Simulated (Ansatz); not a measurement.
**BeAsPt (built on the BaAsPd structure): following an unstable mode**

Which phase does BeAsPt (built on the BaAsPd structure) fall into along its unstable mode, and how much energy does it gain?

Program: Ansatz 0.2.0. Level of theory: DFT PBEsol, scalar-relativistic, plane waves, norm-conserving pseudopotentials. Values are calculated unless marked as measured.

This is a report of a sequence of runs, with the program logs left out and the cost of each run kept.

The structure was built from a prototype and need not be the compound's stable phase.

## Step 1: The starting structure

Symmetry: P-6m2, No. 187, hexagonal system. The conventional cell has a = 4.258 Å, b = 4.258 Å, c = 2.728 Å, α = 90.00°, β = 90.00°, γ = 120.00°. Nearest to Be lie 2 Be at 2.73 Å and 6 As at 2.81 Å and 6 Pt at 2.81 Å. Nearest to As lie 3 Pt at 2.46 Å and 2 As at 2.73 Å and 6 Be at 2.81 Å. Pt has 3 As at 2.46 Å and 2 Pt at 2.73 Å and 6 Be at 2.81 Å nearest. Farther neighbours, and contacts between anions beyond the nearest, are not listed.

As a file:

```cif
data_structure
_symmetry_space_group_name_H-M 'P-6m2'
_symmetry_Int_Tables_number 187
_cell_length_a 4.2575
_cell_length_b 4.2575
_cell_length_c 2.7283
_cell_angle_alpha 90.000
_cell_angle_beta 90.000
_cell_angle_gamma 120.000
_cell_volume 42.83
loop_
_atom_site_label
_atom_site_type_symbol
_atom_site_symmetry_multiplicity
_atom_site_Wyckoff_symbol
_atom_site_fract_x
_atom_site_fract_y
_atom_site_fract_z
_atom_site_occupancy
Be1 Be 1 a 0.00000 0.00000 0.00000 1
As1 As 1 f 0.66667 0.33333 0.50000 1
Pt1 Pt 1 d 0.33333 0.66667 0.50000 1
```

## Step 2: Response at finite wavevector

Stability and thermal properties need the whole zone. Linear response on a 2×2×2 q mesh gives force constants as far as a supercell of that size would.

Input file input.yaml:

```yaml
crystal:
  lattice:
    - [4.2575090734, 3.7067e-06, 0.0]
    - [-2.1287577467, 3.6871091611, 0.0]
    - [0.0, 0.0, 2.7283165656]
  atoms:
    - { symbol: Be, position: [0.0, 0.0, 0.0] }
    - { symbol: As, position: [0.6666666667, 0.3333333333, 0.5] }
    - { symbol: Pt, position: [0.3333333333, 0.6666666667, 0.5] }
kpoints:
  mp_grid: { grid: [12, 12, 16] }
hamiltonian:
  xc: pbesol
  pseudopotentials: { kind: nc }
scf:
  occupations: { method: methfessel_paxton, width: 0.2 }
output:
  eigenvalues: true
phonons:
  method: dfpt
  qmesh: [2, 2, 2]
  temperatures: { t_max: 1000, t_step: 50 }
  qpath:
    path:
      - [[0.0, 0.0, 0.0], [0.5, 0.0, 0.0], [0.33333333, 0.33333333, 0.0], [0.0, 0.0, 0.0], [0.0, 0.0, 0.5], [0.5, 0.0, 0.5], [0.33333333, 0.33333333, 0.5], [0.0, 0.0, 0.5]]
      - [[0.5, 0.0, 0.5], [0.5, 0.0, 0.0]]
      - [[0.33333333, 0.33333333, 0.5], [0.33333333, 0.33333333, 0.0]]
    npoints: 10
```

Started as:

```sh
> ansatz run input.yaml --threads 8 --pin off --max-ram 14336MiB --backend cpu --events-out ev --progress --plain --runs-dir out
```

Elapsed: 3.8 min, on 8 threads of AMD EPYC 9R45, shared host; peak memory 5.5 GiB.

Read from the output:

```yaml
volume_per_atom: 14.28 Å³
gap_on_the_k_mesh: 0 eV
sum_rule_residual_before_enforcement: 1.11e-4 eV/Å²
lowest_frequency_on_the_path: -231.0 cm⁻¹
point_group: -6m2
highest_frequency_on_path_mesh_or_solved_points: 242.7 cm⁻¹
highest_optical_mode_at_the_zone_centre_no_lo_to_term: 204.9 cm⁻¹
lowest_optical_zone_centre_mode: -148.7 cm⁻¹
lowest_mode_on_the_q_mesh_acoustic_modes_at_gamma_apart: -226.1 cm⁻¹
```

Frequencies (cm⁻¹) solved at each irreducible wavevector; negative means imaginary. Frequencies by wavevector, by row:

```
q in reciprocal lattice units  star  mode 1  mode 2  mode 3  mode 4  mode 5  mode 6  mode 7  mode 8  mode 9
                        0 0 0     1  -148.7  -148.7  -140.6       0       0       0    82.7   204.9   204.9
                     0 0 -0.5     1  -195.7  -170.5  -170.5    19.7    19.7   162.1   172.9   176.2   176.2
                     0 -0.5 0     3  -178.2  -152.4   -24.9     6.1    35.3      58     101   228.8   242.7
                  0 -0.5 -0.5     3  -226.1    -155     -35   -29.7   -10.7     132   174.8   218.7   237.3
```

Interpolated from a 2×2×2 q mesh, rough between the solved points. The phonon branches at the labelled points (cm⁻¹):

```
    point  branch 1  branch 2  branch 3  branch 4  branch 5  branch 6  branch 7  branch 8  branch 9
        Γ      -149      -149      -141         0         0         0        83       205       205
  halfway      -168      -146      -107       -17        35        70        96       217       218
        M      -178      -152       -25         6        35        58       101       229       243
  halfway      -159      -153       -52       -26        33        57       104       229       240
        K      -154      -121       -94       -39       -27        56       112       228       241
  halfway      -164      -147      -108       -19        64        66        96       217       223
        Γ      -149      -149      -141         0         0         0        83       205       205
  halfway      -160      -160      -130        12        12        54       128       191       191
        A      -196      -170      -170        20        20       162       173       176       176
  halfway      -217      -163      -112       -17        53       124       174       199       218
        L      -226      -155       -35       -30       -11       132       175       219       237
  halfway      -229      -143       -86       -48        90       137       175       213       240
        H      -231      -131       -98       -58       105       146       175       208       242
  halfway      -221      -157      -102       -54        77       123       174       201       224
        A      -196      -170      -170        20        20       162       173       176       176
jump to L      -226      -155       -35       -30       -11       132       175       219       237
  halfway      -167      -166       -99       -17        72       113       123       224       235
        M      -178      -152       -25         6        35        58       101       229       243
jump to H      -231      -131       -98       -58       105       146       175       208       242
  halfway      -177      -126      -123         9        99       109       122       218       238
        K      -154      -121       -94       -39       -27        56       112       228       241
```

Symmetry leaves 4 wavevectors to solve. The lowest mode among them, the acoustic zeros apart, lies at q = (0, -0.5, -0.5) and is imaginary, 226.1i cm⁻¹, so the energy falls along it. Between them the interpolated path dips to 231i cm⁻¹.

## Step 3: The mode frozen in, largest atomic shift 0 Å

The mode followed lies at q = (0, -0.5, -0.5) with frequency 226.1i cm⁻¹, the softest among the wavevectors solved. At small amplitude the pattern taken leaves space group no. 44 by a symmetry search on the positions. The undistorted cell that holds it gives the zero of energy on the same k mesh.

System of this step: BeAsPt (built on the BaAsPd structure). It takes space group P-6m2 (No. 187, hexagonal). The conventional cell has a = 4.258 Å, b = 4.258 Å, c = 2.728 Å, α = 90.00°, β = 90.00°, γ = 120.00°. Be has 2 Be at 2.73 Å and 6 Pt at 2.81 Å and 6 As at 2.81 Å nearest. Nearest to As lie 3 Pt at 2.46 Å and 2 As at 2.73 Å and 6 Be at 2.81 Å. Pt has 3 As at 2.46 Å and 2 Pt at 2.73 Å and 6 Be at 2.81 Å nearest. Farther neighbours, and contacts between anions beyond the nearest, are not listed.

Input file input.yaml:

```yaml
crystal:
  lattice:
    - [-4.2575090734, -3.7067e-06, 0.0]
    - [-2.1287513266, -3.6871128677, -2.7283165656]
    - [-2.1287513266, -3.6871128677, 2.7283165656]
  atoms:
    - { symbol: Be, position: [0.0, 0.5, 0.5] }
    - { symbol: Be, position: [0.0, 1.0, 1.0] }
    - { symbol: As, position: [0.6666666667, 0.0833333333, 0.5833333333] }
    - { symbol: As, position: [0.6666666667, 0.5833333333, 0.0833333333] }
    - { symbol: Pt, position: [0.3333333333, 0.9166666667, 0.4166666667] }
    - { symbol: Pt, position: [0.3333333333, 0.4166666667, 0.9166666667] }
kpoints:
  mp_grid: { grid: [10, 10, 10] }
hamiltonian:
  xc: pbesol
  pseudopotentials: { kind: nc }
scf:
  occupations: { method: methfessel_paxton, width: 0.2 }
output:
  forces: true
  stress: true
  eigenvalues: true
```

Run time: 7.2 s. Hardware: 8 threads; peak memory 2.1 GiB.

This step gave:

| Item | Value |
| --- | --- |
| pressure | -0.01082 GPa |
| energy from the undistorted cell | 0 meV/atom |

The run ends at a pressure of -0.01 GPa, with forces up to 0.015 eV/Å.

## Step 4: The mode frozen in, largest atomic shift 0.32 Å

The atoms are moved along the unstable eigenvector, the largest shift by 0.32 Å, with the cell fixed.

input.yaml, the sections that differ from step 3:

```yaml
crystal:
  lattice:
    - [-4.2575090734, -3.7067e-06, 0.0]
    - [-2.1287513266, -3.6871128677, -2.7283165656]
    - [-2.1287513266, -3.6871128677, 2.7283165656]
  atoms:
    - { symbol: Be, position: [0.0433944081, 0.4566055919, 0.4566055919] }
    - { symbol: Be, position: [-0.0433944081, 1.0433944081, 1.0433944081] }
    - { symbol: As, position: [0.6666666667, 0.045968108, 0.6206985587] }
    - { symbol: As, position: [0.6666666667, 0.6206985587, 0.045968108] }
    - { symbol: Pt, position: [0.3333333333, 0.9174617867, 0.4158715466] }
    - { symbol: Pt, position: [0.3333333333, 0.4158715466, 0.9174617867] }
# kpoints, hamiltonian, scf, output: as in step 3
```

The job ended after 8.4 s (8 threads; peak memory 2.1 GiB; 64 s of CPU time).

Numbers from this step:

* pressure: 2.493 GPa
* energy from the undistorted cell: -45.25 meV/atom

The energy, extrapolated to zero smearing, is -45.25 meV/atom against the undistorted cell.

The run ends at a pressure of 2.49 GPa, with forces up to 0.65 eV/Å.

## Step 5: Energy along the mode, all amplitudes (two of the runs are shown above)

An imaginary frequency means negative curvature, so the energy should fall and then rise again as anharmonic terms take over.

This step gave:

* depth at the lowest point sampled: 45.25 meV/atom
* largest atomic shift at that point: 0.32 Å

Table of energy from the parent by largest atomic shift:

```
largest atomic shift (Å)  energy from the parent (meV/atom)
                   0.000                                  0
                   0.040                              -1.95
                   0.080                              -7.27
                   0.140                              -19.2
                   0.220                              -36.1
                   0.320                              -45.2
                   0.450                              -2.62
                   0.600                                203
```

Displacement at unit largest shift by atom:

```
atom  x (Å)  y (Å)  z (Å)  size
 Be1   0.00   1.00   0.00  1.00
 Be2   0.00  -1.00   0.00  1.00
 As3   0.00   0.00   0.64  0.64
 As4   0.00   0.00  -0.64  0.64
 Pt5   0.00   0.00  -0.01  0.01
 Pt6   0.00   0.00   0.01  0.01
```

The lowest step is at 0.32 Å, 45.2 meV/atom below the parent, and the energy rises beyond it.

## Step 6: Relaxation from the frozen mode

Starting from the lowest point found, all atoms and the cell are let go, so that strain and other modes of the same symmetry can join in.

input.yaml, as its differences from that of step 4:

```diff
@@ -23 +23,6 @@
   eigenvalues: true
+relax:
+  adjacent_minimum: "off"
+  f_tol: 0.002
+  max_steps: 120
+  cell: { stress_tol: 0.03 }
```

The job ended after 4.7 min (8 threads; peak memory 2.4 GiB; 36 min of CPU time).

Relaxation path (22 of 32):

```
step  energy less that of the first step (eV)  largest force component (eV/Å)  pressure (GPa)  volume (Å³)
   1                                   0.0000                          0.6440            2.49        85.66
   2                                  -0.1434                          0.4413           -2.42        89.09
   4                                  -0.4904                          0.3483            0.00        88.20
   5                                  -0.5529                          0.3557            2.53        86.14
   7                                  -0.8937                          0.6589            1.51        85.94
   8                                  -1.0532                          0.3826            0.19        87.22
  10                                  -1.0832                          0.2482           -2.00        89.99
  11                                  -1.1212                          0.0336           -0.03        88.65
  13                                  -1.1215                          0.0069            0.00        88.70
  14                                  -1.1215                          0.0016            0.00        88.70
  16                                  -1.2382                          0.0775            1.11        89.38
  17                                  -1.2573                          0.1339           -0.78        90.43
  19                                  -1.2682                          0.0222            0.14        89.48
  20                                  -1.2691                          0.0146           -0.12        89.36
  22                                  -1.2699                          0.0036           -0.08        88.92
  23                                  -1.2699                          0.0030            0.02        88.79
 25*                                  -1.2718                          0.0017            0.10        88.82
  26                                  -1.2723                          0.0166           -0.12        88.70
  28                                  -1.2726                          0.0025            0.00        88.46
  29                                  -1.2726                          0.0058           -0.01        88.49
  31                                  -1.2726                          0.0003            0.01        88.50
 32*                                  -1.2725                          0.0003            0.01        88.50
```

Relaxation steps marked * repeat the geometry before them on a plane-wave basis chosen anew for their cell, so energy and pressure can jump there. Other such steps can lie between the rows shown. Relaxation steps 10, 12 were tried and not accepted.

Forces are held to the 4 operations that the program found; a distortion that breaks them can't arise in this run.

```
     cell as run  before  after   change
           a (Å)   4.258  3.485  -18.2 %
           b (Å)   5.057  5.634  +11.4 %
           c (Å)   5.057  5.634  +11.4 %
           α (°)   65.31  58.84   -9.9 %
           β (°)   65.10  71.99  +10.6 %
           γ (°)   65.10  71.99  +10.6 %
volume (Å³/atom)   14.28  14.75   +3.3 %
```

The atoms that moved most (Å, as changes of fractional coordinates times the final cell):

```
atom     dx      dy      dz  length
 Be1  0.000  -0.750   0.000   0.750
 Pt5  0.000   0.418   0.015   0.418
 Pt6  0.000   0.418  -0.015   0.418
 As4  0.000  -0.017   0.058   0.060
 As3  0.000  -0.017  -0.058   0.060
 Be2  0.000  -0.050   0.000   0.050
```

The relaxed structure:

```xyz
6
Lattice="-3.4848 0.0000 0.0000 -1.7424 -4.5879 -2.7677 -1.7424 -4.5879 2.7677" Properties=species:S:1:pos:R:3 pbc="T T T"
Be   -1.7424   -4.9400    0.0000
Be   -3.4847   -9.6240    0.0000
As   -3.4848   -3.0761    1.5327
As   -3.4848   -3.0761   -1.5327
Pt   -3.4848   -5.6996   -1.3734
Pt   -3.4848   -5.6996    1.3734
```

This step gave:

* pressure: 0.01004 GPa
* volume per atom: 14.75 Å³

The distorted start has space group Imm2; the relaxation ends in Imm2.

## Step 7: The new phase in its own primitive cell

The relaxed structure is symmetrised, reduced to its primitive cell and relaxed tightly, as its phonons need.

Input file input.yaml:

```yaml
crystal:
  lattice:
    - [-1.7423779497, 2.7676715261, 4.5879049951]
    - [1.7423779497, -2.7676715261, 4.5879049951]
    - [1.7423779497, 2.7676715261, -4.5879049951]
  atoms:
    - { symbol: Be, position: [0.4616228893, 0.9616228893, 0.5] }
    - { symbol: Be, position: [0.951151456, 0.951151456, 0.0] }
    - { symbol: As, position: [0.3878610964, 0.6647635102, 0.7230975862] }
    - { symbol: As, position: [0.941665924, 0.6647635102, 0.2769024138] }
    - { symbol: Pt, position: [0.6269706942, 0.3788493172, 0.2481213771] }
    - { symbol: Pt, position: [0.1307279401, 0.3788493172, 0.7518786229] }
kpoints:
  mp_grid: { grid: [12, 12, 12] }
hamiltonian:
  xc: pbesol
  pseudopotentials: { kind: nc }
scf:
  occupations: { method: methfessel_paxton, width: 0.2 }
output:
  forces: true
  stress: true
  eigenvalues: true
relax:
  adjacent_minimum: "off"
  f_tol: 0.001
  max_steps: 60
  cell: { stress_tol: 0.01 }
```

Run time: 88 s. Hardware: 8 threads; peak memory 3.2 GiB; 11 min of CPU time.

(Part 1 of 2 ends here.)

[Long decimals in the printed logs are rounded to 6 places.]

[Logs are printed without paths, hosts, clocks, repeated set-up lines and the standing remarks that a program may print on its own settings, such as how far it seeks lower states.]

[Hosts, paths, dates, database ids (printed as entryN), source tags and the programs' standing remarks are cut or masked in the printed files.]

[Where the starting crystal was built by hand or by swapping elements, it need not be the compound's stable phase.]
